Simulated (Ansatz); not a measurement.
# LiBeF3 (model cell, started as cubic perovskite with Be in the octahedra): phonons and vibrational spectra, part 2 of 2

Aim: the vibrations of LiBeF3 (model cell, started as cubic perovskite with Be in the octahedra), their spectra, and whether the structure is stable.

Ansatz 0.2.0; DFT PBE, scalar-relativistic, plane waves, PAW; PAW set soft_1.

So far. Step 3 (Tight relaxation): The forces vanish by symmetry and the pressure is 0.002 GPa, within the tolerances set. The cell now holds 8.56 Å³/atom. The relaxed cell has a = 3.497 Å (conventional setting).

The structure was built from a prototype and need not be the compound's stable phase.

## (4) Modes at Γ

The zone centre comes first: it holds the modes that light can see, as far as symmetry allows. The response to a homogeneous field gives the Born charges and the dielectric tensor.

Input file input.yaml:

```yaml
crystal:
  lattice:
    - [3.497342264, 0.0, 0.0]
    - [0.0, 3.497342264, 0.0]
    - [0.0, 0.0, 3.497342264]
  atoms:
    - { symbol: Li, position: [0.0, 0.0, 0.0] }
    - { symbol: Be, position: [0.5, 0.5, 0.5] }
    - { symbol: F, position: [0.5, 0.5, 0.0] }
    - { symbol: F, position: [0.5, 0.0, 0.5] }
    - { symbol: F, position: [0.0, 0.5, 0.5] }
kpoints:
  mp_grid: { grid: [8, 8, 8] }
hamiltonian:
  xc: pbe
  pseudopotentials: { kind: paw, azcp: { folder: soft_1 } }
scf:
  occupations: { method: fixed }
output:
  eigenvalues: true
phonons:
  method: dfpt
  dielectric: true
  rigid_motions: translations
```

Command:

```sh
$ ansatz run input.yaml --threads 4 --pin off --max-ram 16384MiB --backend cpu --events-out ev --progress --plain --runs-dir out
```

Numbers of over 12 decimals in the logs are rounded to 6 here.

Log:

```text
[...]
Crystal: 5 atoms, lattice volume = 42.777 Å³
Basis set: ecut = 420 eV, 847 PW (Γ), exchange–correlation on 48×48×48 points (8 copies of the dense FFT grid, shifted against one another)
Bands: 18, of which v1, the nominal top of the filled ones, is band 13 counted from 1 (12 counted from 0)
Symmetry: 48 space group operations
k-points: 170 of 512 (irreducible under 2 space group operations, time reversal used)
[...]
SCF iter   1: F=—  HF=-2728.295108 eV  |F-HF|=—  |Δ(HF+E_count)|=         —  Δρ=6.34e-2  dr2=9.95e-1  ethr=3.10e-3  ⟨swp⟩=4.7  Hψ=14557  notcnv=0  defer=387
[...]
SCF iter   8: F=-2728.417276 eV  HF=-2728.417276 eV  |F-HF|=2.73e-12  |Δ(HF+E_count)|=  3.28e-10  Δρ=7.82e-8  dr2=1.53e-12  ethr=1.00e-12  ⟨swp⟩=10.1  Hψ=16291  notcnv=0
SCF 1 converged in 8 iterations: F = -2728.417276 eV  dr2 = 1.53e-12
[...]
DFPT response loops at Γ: preconditioner auto → none (the input reference at scf.mixing.eps_inf says where Resta's filter doesn't serve); β = 0.50; Broyden in place of MSR1
SCF converged after 8 iterations
Free energy (F): -2728.417276 eV
[...]
Internal energy: -2728.417276 eV  (E = F + TS)
E sigma→0 (E₀):  -2728.417276 eV
Fermi energy:    2.250274 eV
[...]
--- Band table (eV; the first three rows and the last of 170) ---
  k-point 0: bands = [... 9 lower, 1.2150, 1.4818, 1.4818, 1.4818, 9.7792, 14.7542, 17.5192, 17.5192, ... 1 higher]
  k-point 1: bands = [... 9 lower, 1.1627, 1.2787, 1.4439, 1.4439, 10.0364, 14.9012, 16.2873, 17.3646, ... 1 higher]
  k-point 2: bands = [... 9 lower, 0.9395, 1.0384, 1.4140, 1.4140, 10.7004, 14.9507, 15.3800, 17.0120, ... 1 higher]
  k-point 169: bands = [... 9 lower, 1.0244, 2.2503, 2.2503, 2.2503, 13.8442, 14.5158, 14.5158, 14.5158, ... 1 higher]
--- Phonons (Γ-DFPT): 4 representative perturbations + reference, on 170 of 512 k-points (Σ response iterations 14) ---
  k mesh reduced under 2 symmetry operations, with k and −k counted as one. Each operation leaves every solved perturbation unchanged. A smaller set is not considered because the run solves the response to a homogeneous field
  ASR residual: 3.748e-3 → 0.000e0 eV/Å²; symmetrization residual: 9.351e-7 eV/Å²
  ASR residual per site (eV/Å²): 3.71e-4 3.75e-3 1.72e-3 1.72e-3 1.72e-3
  Γ frequencies (cm⁻¹): -208.46 -208.46 -208.46 0.00 0.00 0.00 207.71 207.71 207.71 212.48 212.48 212.48 485.87 485.87 485.87
  ε∞ (high-frequency dielectric tensor):
        2.171563     0.000000     0.000000
        0.000000     2.171563     0.000000
        0.000000     0.000000     2.171563
  softest optical mode at Γ: -208.46 cm⁻¹; the repairs (sum rule, projections) moved no ω² at Γ by more than (10.66 cm⁻¹)²
  Born effective charges Z* (e; rows j = field, columns β = displacement):
    site 0:
         1.18591    0.00000    0.00000
        -0.00000    1.18591    0.00000
         0.00000    0.00000    1.18591
    site 1:
         2.18910    0.00000    0.00000
         0.00000    2.18910    0.00000
         0.00000    0.00000    2.18910
    site 2:
        -0.87562    0.00000    0.00000
        -0.00000   -0.87562    0.00000
         0.00000    0.00000   -1.62377
    site 3:
        -0.87562    0.00000    0.00000
        -0.00000   -1.62377    0.00000
         0.00000    0.00000   -0.87562
    site 4:
        -1.62377    0.00000    0.00000
        -0.00000   -0.87562    0.00000
         0.00000    0.00000   -0.87562
  Z* charge neutrality: 5.080e-5 e pre-enforcement
  k-mesh period / interband length: 28.0 Å / 0.80 Å = 35.08 at k = (-0.5000, -0.5000, -0.5000), direct gap 11.594 eV — 14 or more, which is no proof of convergence
  optical modes at Γ without the LO–TO term, one row a degenerate level:
      ω (cm⁻¹)  modes    IR ((D/Å)²/amu)
       -208.46      3            41.6676
        207.71      3            24.3424
        212.48      3             0.0000
        485.87      3             0.0105
  optical modes at Γ + LO–TO along q̂ = [1.0000, 0.0000, 0.0000]:
      ω (cm⁻¹)  modes    IR ((D/Å)²/amu)
       -208.46      2            27.7784
         87.27      1             0.1614
        207.71      2            16.2283
        212.48      3             0.0000
        485.80      1             0.0029
        485.87      2             0.0070
        705.28      1            21.8426
  optical modes at Γ + LO–TO along q̂ = [0.0000, 1.0000, 0.0000]:
      ω (cm⁻¹)  modes    IR ((D/Å)²/amu)
       -208.46      2            27.7784
         87.27      1             0.1614
        207.71      2            16.2283
        212.48      3             0.0000
        485.80      1             0.0029
        485.87      2             0.0070
        705.28      1            21.8426
  optical modes at Γ + LO–TO along q̂ = [0.0000, 0.0000, 1.0000]:
      ω (cm⁻¹)  modes    IR ((D/Å)²/amu)
       -208.46      2            27.7784
         87.27      1             0.1614
        207.71      2            16.2283
        212.48      3             0.0000
        485.80      1             0.0029
        485.87      2             0.0070
        705.28      1            21.8426
```

It took 18 s on 4 threads of Arm Neoverse V1, shared host; peak memory 0.76 GiB.

Numbers from this step:

```yaml
sum_rule_residual_before_enforcement: 0.003748 eV/Å²
miss_of_the_charge_sum_rule: 5.08e-5 e
point_group: m-3m
highest_optical_mode_at_the_zone_centre_no_lo_to_term: 485.9 cm⁻¹
lowest_optical_zone_centre_mode: -208.5 cm⁻¹
mean_high_frequency_dielectric_constant: 2.172
largest_born_charge_third_of_the_trace: 2.189 e
top_of_the_zone_centre_spectrum_with_the_field: 705.3 cm⁻¹
```

Without the LO-TO term. Patterns of degenerate modes are one choice out of their space. The modes at Γ (shares of kinetic energy by element, %) (negative means imaginary):

```csv
mode,frequency (cm⁻¹),symmetry,Li %,Be %,F %
1,-208.5,T1u,75,8,17
2,-208.5,T1u,75,8,17
3,-208.5,T1u,75,8,17
4,0.0,acoustic,10,12,78
5,0.0,acoustic,10,12,78
6,0.0,acoustic,10,12,78
7,207.7,T1u,14,75,11
8,207.7,T1u,14,75,11
9,207.7,T1u,14,75,11
10,212.5,T2u,0,0,100
11,212.5,T2u,0,0,100
12,212.5,T2u,0,0,100
13,485.9,T1u,1,5,94
14,485.9,T1u,1,5,94
15,485.9,T1u,1,5,94
```

Displacements in mode 3 (-208.5 cm⁻¹), the largest set to 1:
```
Li1  1.00 -0.37 -0.17
Be2  0.28 -0.10 -0.05
F3  -0.17  0.06  0.03
F4  -0.17  0.06  0.03
F5  -0.15  0.06  0.03
```

Displacements in mode 10 (212.5 cm⁻¹), the largest set to 1:
```
Li1  0.00  0.00  0.00
Be2  0.00  0.00  0.00
F3   1.00 -0.20  0.00
F4  -1.00  0.00 -0.52
F5   0.00  0.20  0.52
```

Optical modes at the zone centre, without and with the macroscopic field of the longitudinal modes; each column is sorted by frequency, so a row need not hold one and the same mode. Modes with and without the field, by row:

```csv
rank among optical modes,no field (cm⁻¹),"q along (1, 0, 0) (cm⁻¹)"
1,-208.5,-208.5
2,-208.5,-208.5
3,-208.5,87.3
4,207.7,207.7
5,207.7,207.7
6,207.7,212.5
7,212.5,212.5
8,212.5,212.5
9,212.5,485.8
10,485.9,485.9
11,485.9,485.9
12,485.9,705.3
```

Born charge (rows field, columns displacement) (e), principal values of the symmetric part by kind of site:

```csv
atom,atoms with these values,low,middle,high,mean
Li1,1,1.19,1.19,1.19,1.19
Be2,1,2.19,2.19,2.19,2.19
F3,3,-1.62,-0.88,-0.88,-1.12
```

In full for Li1:

```
1.19 0.00 0.00
0.00 1.19 0.00
0.00 0.00 1.19
```

High-frequency dielectric tensor:

```
2.17 0.00 0.00
0.00 2.17 0.00
0.00 0.00 2.17
```

Transverse modes; imaginary modes are left out. Infrared lines, with heights relative to the strongest:

```csv
position (cm⁻¹),label,relative intensity
208,T1u,100
212,T2u,0.0
486,T1u,0.0
```

Before it was imposed, the acoustic sum rule was missed by 0.0037 eV/Å² and the charge sum rule by 5.1e-5 e. Small misses are needed for a sound result but don't prove that mesh and cutoff are converged. The lowest optical mode is imaginary, 208.5i cm⁻¹, so the energy falls along it.

## (5) Phonons on a q mesh

Stability and thermal properties need the whole zone. Linear response on a 4×4×4 q mesh gives force constants as far as a supercell of that size would, and the tensors from the zone-centre run are typed in so that the long-range dipole term is interpolated apart.

input.yaml, the sections that differ from step 4:

```yaml
phonons:
  method: dfpt
  qmesh: [4, 4, 4]
  temperatures: { t_max: 1000, t_step: 50 }
  qpath:
    path:
      - [[0.0, 0.0, 0.0], [0.0, 0.5, 0.0], [0.5, 0.5, 0.0], [0.0, 0.0, 0.0], [0.5, 0.5, 0.5], [0.0, 0.5, 0.0]]
      - [[0.5, 0.5, 0.5], [0.5, 0.5, 0.0]]
    npoints: 10
  non_analytic_term:
    high_frequency_dielectric_tensor: [[2.1716, 0.0, 0.0], [0.0, 2.1716, 0.0], [0.0, 0.0, 2.1716]]
    born_effective_charges:
      - { species: Li, tensor: [[1.1859, 0.0, 0.0], [0.0, 1.1859, 0.0], [0.0, 0.0, 1.1859]] }
      - { species: Be, tensor: [[2.1891, 0.0, 0.0], [0.0, 2.1891, 0.0], [0.0, 0.0, 2.1891]] }
      - { species: F, tensor: [[-0.8756, 0.0, 0.0], [0.0, -0.8756, 0.0], [0.0, 0.0, -1.6238]] }
      - { species: F, tensor: [[-0.8756, 0.0, 0.0], [0.0, -1.6238, 0.0], [0.0, 0.0, -0.8756]] }
      - { species: F, tensor: [[-1.6238, 0.0, 0.0], [0.0, -0.8756, 0.0], [0.0, 0.0, -0.8756]] }
    source: "zone-centre run at this cell"
# crystal, kpoints, hamiltonian, scf, output: as in step 4
```

Log:

```text
[...]
Crystal: 5 atoms, lattice volume = 42.777 Å³
Basis set: ecut = 420 eV, 847 PW (Γ), exchange–correlation on 48×48×48 points (8 copies of the dense FFT grid, shifted against one another)
Bands: 18, of which v1, the nominal top of the filled ones, is band 13 counted from 1 (12 counted from 0)
Symmetry: 48 space group operations
k-points: 35 of 512
[...]
SCF iter   1: F=—  HF=-2728.295178 eV  |F-HF|=—  |Δ(HF+E_count)|=         —  Δρ=6.35e-2  dr2=9.96e-1  ethr=3.10e-3  ⟨swp⟩=4.6  Hψ=2993  notcnv=0  defer=77
[...]
SCF iter   8: F=-2728.417276 eV  HF=-2728.417276 eV  |F-HF|=2.27e-12  |Δ(HF+E_count)|=  3.40e-10  Δρ=8.11e-8  dr2=1.63e-12  ethr=1.00e-12  ⟨swp⟩=10.1  Hψ=3305  notcnv=0
SCF 1 converged in 8 iterations: F = -2728.417276 eV  dr2 = 1.63e-12
[...]
NSCF: frozen V_eff on 35 k-points
[...]
DFPT response loops at q = (0, 0, 0) (fractional): preconditioner auto → none (the input reference at scf.mixing.eps_inf says where Resta's filter doesn't serve); β = 0.50; Broyden in place of MSR1
[...]
SCF converged after 8 iterations
Free energy (F): -2728.417276 eV
[...]
Internal energy: -2728.417276 eV  (E = F + TS)
E sigma→0 (E₀):  -2728.417276 eV
Fermi energy:    2.250274 eV
[...]
--- Band table (eV; the first three rows and the last of 35) ---
  k-point 0: bands = [... 9 lower, 1.2150, 1.4818, 1.4818, 1.4818, 9.7792, 14.7542, 17.5192, 17.5192, ... 1 higher]
  k-point 1: bands = [... 9 lower, 1.1627, 1.2787, 1.4439, 1.4439, 10.0364, 14.9012, 16.2873, 17.3646, ... 1 higher]
  k-point 2: bands = [... 9 lower, 0.9395, 1.0384, 1.4140, 1.4140, 10.7004, 14.9507, 15.3800, 17.0120, ... 1 higher]
  k-point 34: bands = [... 9 lower, 1.0244, 2.2503, 2.2503, 2.2503, 13.8442, 14.5158, 14.5158, 14.5158, ... 1 higher]
--- Phonons (Γ-DFPT): 4 representative perturbations + reference (Σ response iterations 14) ---
  ASR residual: 3.750e-3 → 0.000e0 eV/Å²; symmetrization residual: 1.150e-6 eV/Å²
  ASR residual per site (eV/Å²): 3.71e-4 3.75e-3 1.72e-3 1.72e-3 1.72e-3
[...]
--- Phonons (arbitrary-q DFPT): 10 irreducible q on the 4×4×4 mesh ---
  q = [0.0000, 0.0000, 0.0000] (star 1, of the zone-centre solve; hermiticity 2.34e-7, symmetrization 4.45e-13): -208.46 -208.46 -208.46 -0.00 -0.00 0.00 207.71 207.71 207.71 212.48 212.48 212.48 485.87 485.87 485.87
  q = [0.0000, 0.0000, 0.2500] (star 6, 9 solved perturbations in 1560 linear systems a pass and spin channel, the states on 200 of 512 k-point pairs; hermiticity 1.29e-7, symmetrization 4.24e-14): -191.84 -191.84 104.12 104.12 152.61 196.67 196.67 204.72 219.89 232.63 232.63 471.05 471.05 496.04 686.85
[...]
q = [0.0000, 0.2500, -0.5000] (star 12, 15 solved perturbations on 200 of 512 k-point pairs; hermiticity 1.64e-7, symmetrization 1.05e-8): -165.23 -160.50 -102.64 -46.58 172.37 178.48 202.31 236.74 261.59 285.09 364.46 433.97 505.53 592.14 651.96
[...]
sum rule: each row above includes the acoustic sum rule's correction from the zone centre's row sums; it moved no ω² by more than (10.64 cm⁻¹)²
  mesh force constants: q→R imaginary residual 1.28e-18; ASR residual 3.750e-3 → 0.000e0 eV/Å²; symmetrization residual 7.994e-15 eV/Å²
  interpolated dispersion: 63 rows × 15 modes
  density of states and harmonic sums: on the 20×20×20 q-mesh, interpolated from the force constants of a 4×4×4 supercell (with the dipole–dipole term of supplied tensors)
  largest difference from the sums on the solved wave vectors: F 5.17e-2 eV, S 9.14e-5 and C_V 3.94e-5 eV/K
  zero-point energy: 0.240604 eV/cell   skipped modes (ω ≤ 0): 1043, of them read as no rigid motion or as one in doubt: 1040 (3.635e0 modes/cell left out, lowest -208.46 cm⁻¹)   left out of the sums: 2.42e-1 of the cell's modes: C_V's classical limit lies that fraction below 3 k_B per atom; for a crystal, a wire or a layer, F and S can be off by more, and a phonons.interpolated_qmesh denser along its periods is the remedy for the sampling
```

It took 3.8 min on 4 threads; peak memory 1.1 GiB; 15 min of CPU time.

This step gave:

```
sum-rule residual before enforcement                    : 0.003750 eV/Å²
lowest frequency on the path                            : -208.5 cm⁻¹
highest frequency on the path or at a solved wavevector : 705.3 cm⁻¹
lowest mode on the q mesh (acoustic modes at Γ apart)   : -208.5 cm⁻¹
```

Frequencies (cm⁻¹) solved at each irreducible wavevector; negative means imaginary. Frequencies by wavevector, by row:

```csv
q in reciprocal lattice units,star,mode 1,mode 2,mode 3,mode 4,mode 13,mode 14,mode 15
0 0 0,1,-208.5,-208.5,-208.5,0,485.9,485.9,485.9
0 0 0.25,6,-191.8,-191.8,104.1,104.1,471.1,496,686.9
0 0 -0.5,3,-168.7,-168.7,119.1,119.1,451.3,523.1,657.3
0 0.25 0.25,12,-189.7,-178.1,-13.4,26.2,507.8,509.7,685.3
0 0.25 -0.5,12,-165.2,-160.5,-102.6,-46.6,505.5,592.1,652
0 -0.5 -0.5,3,-170.4,-159.4,-159.4,-151.2,556.7,647.1,647.1
0.25 0.25 0.25,8,-172.5,-172.5,-122.9,-37.5,487.2,528.7,677.1
0.25 0.25 -0.5,12,-157.1,-147.9,-140.6,-70.5,521.6,611.5,632.9
0.25 -0.5 -0.5,6,-171,-143.2,-143.2,-137.3,600.1,613.4,613.4
-0.5 -0.5 -0.5,1,-171.6,-171.6,-171.6,-123.3,573.3,573.3,617.8
```

Interpolated from a 4×4×4 q mesh, with the LO-TO term (at Γ the limit along the path; where Γ stands inside the path, tables give the limit on arrival). Phonon branches along the path, in cm⁻¹:

```csv
point,branch 1,branch 2,branch 3,branch 4,branch 12,branch 13,branch 14,branch 15
Γ,-208,-208,0,0,486,486,486,705
halfway,-192,-192,104,104,471,471,496,687
X,-169,-169,119,119,451,451,523,657
halfway,-165,-160,-103,-47,434,506,592,652
M,-170,-159,-159,-151,409,557,647,647
halfway,-190,-178,-13,26,455,508,510,685
Γ,-208,-208,0,0,486,486,486,705
halfway,-172,-172,-123,-38,487,487,529,677
R,-172,-172,-172,-123,573,573,573,618
halfway,-157,-148,-141,-70,454,522,612,633
X,-169,-169,119,119,451,451,523,657
jump to R,-172,-172,-172,-123,573,573,573,618
halfway,-171,-143,-143,-137,455,600,613,613
M,-170,-159,-159,-151,409,557,647,647
```

Tetrahedra on a 20×20×20 mesh, mean over bins of 10 cm-1. Interpolated from a 4×4×4 q mesh. Table of phonon density of states by wavenumber; read off at these points:

```csv
wavenumber (cm⁻¹),phonon density of states (1/cm⁻¹/cell)
-205,0.00615
-175,0.0366
-165,0.0613
-145,0.0407
-115,0.0128
-75,0.00773
-45,0.00479
-15,0.00363
15,0.00381
45,0.00672
75,0.0119
105,0.0157
145,0.0148
175,0.0248
205,0.0263
235,0.0362
265,0.0335
295,0.0292
325,0.0157
355,0.0133
395,0.0124
425,0.00941
455,0.0193
475,0.0234
485,0.0142
515,0.0156
545,0.0146
575,0.0118
615,0.00799
645,0.0133
655,0.0213
675,0.0143
705,8.6e-4
```

The partial phonon density of states has structure finer than the step of the table below, so its rows give means over 25 cm⁻¹, whole bins alone (the curve runs from -218 to 735 cm⁻¹). Peaks (cm⁻¹: height): Be -140.5: 0.00188, 213.5: 0.0129, 249.4: 0.00836, 285.4: 0.00775, 657.4: 0.0137; F -164.5: 0.0108, -98.5: 0.00972, 117.5: 0.0187, 171.5: 0.0171, 237.5: 0.0262, 285.4: 0.0266, 471.4: 0.0152; Li -164.5: 0.0409.

Phonopy on the run's constants, 17x17x17 mesh, Gaussian sigma 6.8 cm-1. Interpolated from a 4×4×4 q mesh. Partial phonon density of states against wavenumber; means over each step; values in 1/cm⁻¹/cell:

```csv
wavenumber (cm⁻¹),Be,F,Li
-200,7.2e-4,0.00168,0.00898
-175,0.00126,0.00671,0.0308
-150,0.00146,0.00901,0.0332
-125,0.00138,0.00608,0.0134
-100,9.4e-4,0.00780,0.00395
-75,5.6e-4,0.00296,0.00226
-50,3.9e-4,0.00248,0.00129
-25,2.4e-4,0.00311,6.3e-4
0,1.7e-4,0.00226,4.0e-4
25,4.9e-4,0.00518,0.00127
50,5.0e-4,0.00472,0.00116
75,9.6e-4,0.00854,0.00234
100,9.0e-4,0.0127,0.00196
125,8.4e-4,0.0139,0.00124
150,0.00115,0.0123,8.3e-4
175,0.00312,0.0156,7.0e-4
200,0.00933,0.0166,6.3e-4
225,0.00760,0.0236,8.4e-4
250,0.00701,0.0243,0.00122
275,0.00658,0.0241,0.00147
300,0.00559,0.0216,0.00111
325,0.00201,0.0147,3.2e-4
350,9.3e-4,0.0124,2.7e-4
375,5.7e-4,0.0118,3.1e-4
400,5.4e-4,0.0103,2.9e-4
425,0.00232,0.00881,9.5e-5
450,0.00405,0.0145,2.7e-4
475,0.00413,0.0141,6.7e-4
500,0.00427,0.0107,6.4e-4
525,0.00437,0.0106,8.0e-4
550,0.00455,0.00874,8.1e-4
575,0.00547,0.00517,7.6e-4
600,0.00523,0.00283,7.2e-4
625,0.00586,0.00287,7.3e-4
650,0.0115,0.00297,0.00128
675,0.00987,0.00311,0.00148
700,0.00304,0.00111,6.4e-4
```

Symmetry leaves 10 wavevectors to solve. The lowest mode among them, the acoustic zeros apart, lies at Γ and is imaginary, 208.5i cm⁻¹, so the energy falls along it.

## (6) Results

```
space group after relaxation (within 0.01 Å)            : Pm-3m
volume per atom                                         : 8.56 Å³
gap on the k-mesh                                       : 7.53 eV
highest optical mode at the zone centre (no LO-TO term) : 486 cm⁻¹
top of the zone-centre spectrum with the field          : 705 cm⁻¹
lowest optical zone-centre mode                         : -208 cm⁻¹
mean high-frequency dielectric constant                 : 2.17
largest Born charge (third of the trace)                : 2.19 e
lowest mode on the q mesh (acoustic modes at Γ apart)   : -208 cm⁻¹
highest frequency on the path or at a solved wavevector : 705 cm⁻¹
imaginary modes on the 4×4×4 q mesh                     : yes
```

Modes are clearly imaginary (beyond 10i cm⁻¹) at 10 of the 10 irreducible wavevectors, most at Γ (208.5i cm⁻¹), so this structure is not a minimum of the energy. Without the field, the optical modes at Γ span -208 to 486 cm⁻¹ (negative means imaginary). The highest mode in this list at Γ, 485.9 cm⁻¹, is mostly motion of F (94 % of the kinetic energy). With the macroscopic field of the longitudinal modes the top of the zone-centre spectrum lies at 705 cm⁻¹, against 486 cm⁻¹ without it. Among the real modes, the strongest infrared line is at 208 cm⁻¹. The starting cell was built on a prototype and not taken from a measurement, so the phase need not exist. These are harmonic frequencies at zero temperature: anharmonic shifts, linewidths and thermal expansion are left out.

[Logs are printed without paths, hosts, clocks, repeated set-up lines and the standing remarks that a program may print on its own settings, such as how far it seeks lower states.]

[Hosts, paths, dates, database ids (printed as entryN), source tags and the programs' standing remarks are cut or masked in the printed files.]
